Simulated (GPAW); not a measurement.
# Nb2N(OH)2 MXene monolayer in an electric field, part 2 of 2

Wanted: the out-of-plane polarisability of Nb2N(OH)2 MXene monolayer.

GPAW 26.7.0; GPAW, PAW setups; layer in a repeated cell with vacuum, relaxation of atoms and in-plane cell (the session's first sound run).

So far, dipole along the normal (e·Å): step 2 (relaxation) -3.1e-4; step 3 (the slab's potential) 5.4e-4; step 4 (In a field) -0.121; step 5 (field on) -0.0601.

## 6. Field on

Level of this step: GPAW, PAW setups; slab in vacuum (GPAW).

The input, run.py:

```python
import json
import numpy as np
from ase import Atoms
from gpaw import GPAW, PW
from gpaw.external import ConstantElectricField

slab = Atoms(
    ['H', 'O', 'Nb', 'N', 'Nb', 'O', 'H'],
    positions=[
        [-0.00000, 1.85296, 9.00000],
        [-0.00000, 1.85296, 9.98019],
        [1.60470, 0.92647, 11.30214],
        [-0.00000, -0.00000, 12.35422],
        [-0.00000, 1.85296, 13.40629],
        [1.60470, 0.92647, 14.72824],
        [1.60470, 0.92647, 15.70843]],
    cell=[[3.20941, 0.0, 0.0], [-1.6047, 2.77943, 0.0], [0.0, 0.0, 24.7084]],
    pbc=[True, True, False])

slab.calc = GPAW(mode=PW(500), xc='PBE', kpts={'size': (12, 12, 1), 'gamma': True},
                 occupations={'name': 'fermi-dirac', 'width': 0.05}, nbands='160%',
                 convergence={'density': 1e-05}, maxiter=200,
                 poissonsolver={'dipolelayer': 'xy'},
                 external=ConstantElectricField(-0.05, [0, 0, 1]),
                 symmetry={'tolerance': 1e-3}, txt='slab.txt')
result = {}
energy = slab.get_potential_energy()
fermi = slab.calc.get_fermi_level()
v = slab.calc.get_electrostatic_potential().mean((0, 1)) - fermi
n = slab.calc.get_pseudo_density().mean((0, 1))
L = slab.cell[2, 2]
z = np.arange(len(v)) * L / len(v)
low, high = slab.positions[:, 2].min(), slab.positions[:, 2].max()
below, above = np.interp([low - 6.8, high + 6.8], z, v)
slopes = [np.interp(x, z, np.gradient(v, z)) for x in (low - 6.8, high + 6.8)]
eps = np.array([[slab.calc.get_eigenvalues(k, s) for k in range(len(slab.calc.get_ibz_k_points()))]
                for s in range(slab.calc.get_number_of_spins())]) - fermi
top, bottom = eps[eps < 0].max(), eps[eps > 0].min()
dipole = slab.get_dipole_moment()[2]
print(f'energy {energy:.4f} eV, Fermi level {fermi:.4f} eV, dipole {dipole:.5f} e A')
print(f'potential 6.8 A off the faces, from the Fermi level: lower {below:.4f} eV, upper {above:.4f} eV')
print(f'slope of the potential there: lower {slopes[0]:.5f}, upper {slopes[1]:.5f} eV/A')
print(f'nearest levels on the mesh: {top:.4f} and {bottom:.4f} eV')
print('magnetic moment', round(slab.get_magnetic_moment(), 3))
result.update(energy=energy, fermi=fermi, dipole=dipole, below=below, above=above, slopes=slopes, edges=[top, bottom],
              z=z.tolist(), v=v.tolist(), n=n.tolist(), positions=slab.positions.tolist(),
              forces=slab.get_forces(apply_constraint=False).tolist(), moments=slab.get_magnetic_moments().tolist())
json.dump(result, open('result.json', 'w'))
```

The run is started by

```bash
> OMP_NUM_THREADS=1 OPENBLAS_NUM_THREADS=1 python run.py
```

What it wrote:

```text
energy -52.7440 eV, Fermi level 1.4769 eV, dipole -0.03004 e A
potential 6.8 A off the faces, from the Fermi level: lower 2.2421 eV, upper 2.8514 eV
slope of the potential there: lower -0.00024, upper 0.00044 eV/A
nearest levels on the mesh: -0.0101 and 0.0133 eV
magnetic moment 0.0
```

Run time: 7.8 min. Hardware: 1 thread of Arm Neoverse V1, shared host; peak memory 0.67 GiB.

The electrostatic potential energy of an electron (without an applied field's), less the Fermi level, planar mean oscillates, so the rows of the table below give means over windows of 1.54 Å about each position, cut where the curve ends. Its maxima inside the range that stand out by 2 % of the span (Å: eV): 9.3: -0.717, 10.4: -6.87, 12.0: -12.7, 12.7: -12.6, 14.3: -6.67, 15.4: -0.388. Its minima: 9.0: -1.56, 10.0: -10.6, 11.3: -23.7, 12.4: -16.3, 13.4: -23.6, 14.7: -10.4, 15.7: -1.20.

The electrostatic potential energy of an electron (without an applied field's), less the Fermi level, planar mean by z; means over each step:

z (Å), electrostatic potential energy of an electron (without an applied field's), less the Fermi level, planar mean (eV) and a bar from the least value:
```
     0.77        2.3 #############################
     2.31        2.2 #############################
     3.85        2.2 #############################
     5.39        2.2 #############################
     6.93        1.9 #############################
     8.47        0.1 ##########################
    10.01       -6.7 ################
    11.55      -17.7 
    13.09      -17.7 
    14.63       -7.0 ################
    16.17        0.5 ###########################
    17.71        2.5 #############################
    19.25        2.8 ##############################
    20.79        2.8 ##############################
    22.33        2.9 ##############################
    23.87        2.8 ##############################
```

## 7. Field on

Changes to run.py since step 6:

```diff
@@ -23,3 +23,3 @@
                  poissonsolver={'dipolelayer': 'xy'},
-                 external=ConstantElectricField(-0.05, [0, 0, 1]),
+                 external=ConstantElectricField(0.05, [0, 0, 1]),
                  symmetry={'tolerance': 1e-3}, txt='slab.txt')
```

What it wrote:

```text
energy -52.7440 eV, Fermi level 1.4769 eV, dipole 0.03004 e A
potential 6.8 A off the faces, from the Fermi level: lower 2.8514 eV, upper 2.2421 eV
slope of the potential there: lower -0.00044, upper 0.00024 eV/A
nearest levels on the mesh: -0.0101 and 0.0133 eV
magnetic moment 0.0
```

Elapsed: 7.7 min, on 1 thread; peak memory 0.67 GiB.

## 8. In a field

Changes to run.py since step 7:

```diff
@@ -23,3 +23,3 @@
                  poissonsolver={'dipolelayer': 'xy'},
-                 external=ConstantElectricField(0.05, [0, 0, 1]),
+                 external=ConstantElectricField(0.1, [0, 0, 1]),
                  symmetry={'tolerance': 1e-3}, txt='slab.txt')
```

What it wrote:

```text
energy -52.7462 eV, Fermi level 1.4743 eV, dipole 0.06014 e A
potential 6.8 A off the faces, from the Fermi level: lower 3.1623 eV, upper 1.9425 eV
slope of the potential there: lower -0.00062, upper 0.00018 eV/A
nearest levels on the mesh: -0.0104 and 0.0125 eV
magnetic moment 0.0
```

Run time: 8 min. Hardware: 1 thread; peak memory 0.67 GiB.

The dipole is now 0.0601 e Å, against 5.4e-4 in the run without a field.

## 9. In a field

Changes to run.py since step 8:

```diff
@@ -23,3 +23,3 @@
                  poissonsolver={'dipolelayer': 'xy'},
-                 external=ConstantElectricField(0.1, [0, 0, 1]),
+                 external=ConstantElectricField(0.2, [0, 0, 1]),
                  symmetry={'tolerance': 1e-3}, txt='slab.txt')
```

What it wrote:

```text
energy -52.7553 eV, Fermi level 1.4637 eV, dipole 0.12070 e A
potential 6.8 A off the faces, from the Fermi level: lower 3.7997 eV, upper 1.3520 eV
slope of the potential there: lower -0.00124, upper 0.00012 eV/A
nearest levels on the mesh: -0.0112 and 0.0095 eV
magnetic moment 0.0
```

Elapsed: 7.6 min, on 1 thread; peak memory 0.67 GiB.

The dipole is now 0.121 e Å, against 5.4e-4 in the run without a field.

## 10. In a field

Changes to run.py since step 9:

```diff
@@ -23,3 +23,3 @@
                  poissonsolver={'dipolelayer': 'xy'},
-                 external=ConstantElectricField(0.2, [0, 0, 1]),
+                 external=ConstantElectricField(0.3, [0, 0, 1]),
                  symmetry={'tolerance': 1e-3}, txt='slab.txt')
```

What it wrote:

```text
energy -52.7704 eV, Fermi level 1.4448 eV, dipole 0.18206 e A
potential 6.8 A off the faces, from the Fermi level: lower 4.4639 eV, upper 0.7724 eV
slope of the potential there: lower -0.00265, upper 0.00012 eV/A
nearest levels on the mesh: -0.0124 and 0.0048 eV
magnetic moment 0.0
```

Run time: 8.8 min. Hardware: 1 thread; peak memory 0.67 GiB.

The electrostatic potential energy of an electron (without an applied field's), less the Fermi level, planar mean oscillates, so the rows of the table below give means over windows of 0.5 Å about each position, cut where the curve ends. Its maxima inside the range that stand out by 2 % of the span (Å: eV): 0.48: 4.47, 9.27: 0.423, 10.42: -6.18, 11.97: -12.5, 12.74: -12.8, 14.28: -7.37, 15.44: -1.55. Its minima: 8.98: -0.302, 10.04: -9.80, 11.29: -23.3, 12.35: -16.3, 13.42: -24.0, 14.67: -11.2, 15.73: -2.48.

The electrostatic potential energy of an electron (without an applied field's), less the Fermi level, planar mean by z; means over each step:

z (Å), electrostatic potential energy of an electron (without an applied field's), less the Fermi level, planar mean (eV) and a bar from the least value:
```
      0.0        3.3 #############################
      0.5        4.4 ##############################
      1.0        4.5 ##############################
      1.5        4.5 ##############################
      2.0        4.5 ##############################
      2.5        4.5 ##############################
      3.0        4.5 ##############################
      3.5        4.5 ##############################
      4.0        4.4 ##############################
      4.5        4.4 ##############################
      5.0        4.4 ##############################
      5.5        4.4 ##############################
      6.0        4.3 ##############################
      6.5        4.1 ##############################
      7.0        3.9 #############################
      7.5        3.5 #############################
      8.0        2.9 ############################
      8.5        1.7 ###########################
      9.0        0.1 #########################
      9.5       -1.3 ########################
     10.0       -8.4 ################
     10.5       -7.6 ################
     11.0      -17.9 #####
     11.5      -20.5 ##
     12.0      -13.7 ##########
     12.5      -14.6 #########
     13.0      -17.2 ######
     13.5      -22.2 
     14.0      -11.8 ############
     14.5       -9.2 ###############
     15.0       -6.3 ##################
     15.5       -1.9 #######################
     16.0       -1.5 #######################
     16.5       -0.2 #########################
     17.0        0.3 #########################
     17.5        0.5 ##########################
     18.0        0.7 ##########################
     18.5        0.7 ##########################
     19.0        0.7 ##########################
     19.5        0.8 ##########################
     20.0        0.8 ##########################
     20.5        0.8 ##########################
     21.0        0.8 ##########################
     21.5        0.8 ##########################
     22.0        0.8 ##########################
     22.5        0.8 ##########################
     23.0        0.8 ##########################
     23.5        0.8 ##########################
     24.0        0.8 ##########################
     24.5        1.3 ##########################
```

The dipole is now 0.182 e Å, against 5.4e-4 in the run without a field.

## 11. The series

The members are put on one axis.

This step: induced dipole against applied field (GPAW 26.7.0).

Table of dipole along the normal by field:

```tsv
field (V/Å)	dipole along the normal (e·Å)
-0.200	-0.121
-0.100	-0.0601
-0.050	-0.0300
0.000	5.4e-4
0.050	0.0300
0.100	0.0601
0.200	0.121
0.300	0.182
```

## 12. A changed run

One more run, with changed settings.

This step: GPAW, PAW setups; slab in vacuum (GPAW 26.7.0).

Changes to run.py since step 10:

```diff
@@ -4,3 +4,2 @@
 from gpaw import GPAW, PW
-from gpaw.external import ConstantElectricField
 
@@ -19,7 +18,6 @@
 
-slab.calc = GPAW(mode=PW(500), xc='PBE', kpts={'size': (12, 12, 1), 'gamma': True},
+slab.calc = GPAW(mode=PW(500), xc='PBE', kpts={'size': (1, 1, 1), 'gamma': True},
                  occupations={'name': 'fermi-dirac', 'width': 0.05}, nbands='160%',
-                 convergence={'density': 1e-05}, maxiter=200,
+                 convergence={'density': 1e-05}, maxiter=75,
                  poissonsolver={'dipolelayer': 'xy'},
-                 external=ConstantElectricField(0.3, [0, 0, 1]),
                  symmetry={'tolerance': 1e-3}, txt='slab.txt')
```

What it wrote:

```text
energy -49.7033 eV, Fermi level 0.9278 eV, dipole 0.00055 e A
potential 6.8 A off the faces, from the Fermi level: lower 3.2280 eV, upper 3.2176 eV
slope of the potential there: lower -0.00035, upper 0.00035 eV/A
nearest levels on the mesh: -1.3970 and 0.0298 eV
magnetic moment 0.0
```

Run time: 14 s. Hardware: 1 thread; peak memory 0.2 GiB.

The run finished. A setting was moved off its sound value on purpose, so it serves as a test and not as the result.

The fault put into the input: one k-point (kpts = [1, 1]).

Side by side:

```tsv
quantity	this run	sound run	difference
upper work function (eV)	3.2176	2.5394	0.678
lower work function (eV)	3.2280	2.5499	0.678
```

One result that differs is the upper work function, 3.22 eV against 2.54 eV.

## 13. What came out

```
work function, upper and lower face            : 2.539 and 2.550 eV
dipole along the normal                        : 5.4e-4 e Å
induced dipole per field                       : 0.605 e Å per V/Å
out-of-plane polarisability per area, α/(ε0 A) : 12.3 Å
```

The field induces 0.605 e Å per V/Å, a polarisable thickness α/(ε0 A) of 12.3 Å beside 6.71 Å between the outermost nuclei. A perfect conductor would give the distance between its two image planes; a dielectric of thickness t gives t(1 - 1/ε). The induced dipole is linear in the field over this range. The starting lattice was a guess from atomic radii; the relaxation moved it by 4 %. The small printed dipole stands for a step of -11 meV from the lower to the upper face, and the probes find -10 meV; values this small are near the numerical noise of both. The cell holds an odd number of electrons, so without spin polarisation it must come out metallic and without a moment, whatever its true state. The layer's cell and atoms come from the relaxation; spin-orbit coupling and temperature are left out.

[Logs are printed without paths, hosts, clocks, repeated set-up lines and the standing remarks that a program may print on its own settings, such as how far it seeks lower states.]

[Hosts, paths, dates, database ids (printed as entryN), source tags and the programs' standing remarks are cut or masked in the printed files.]
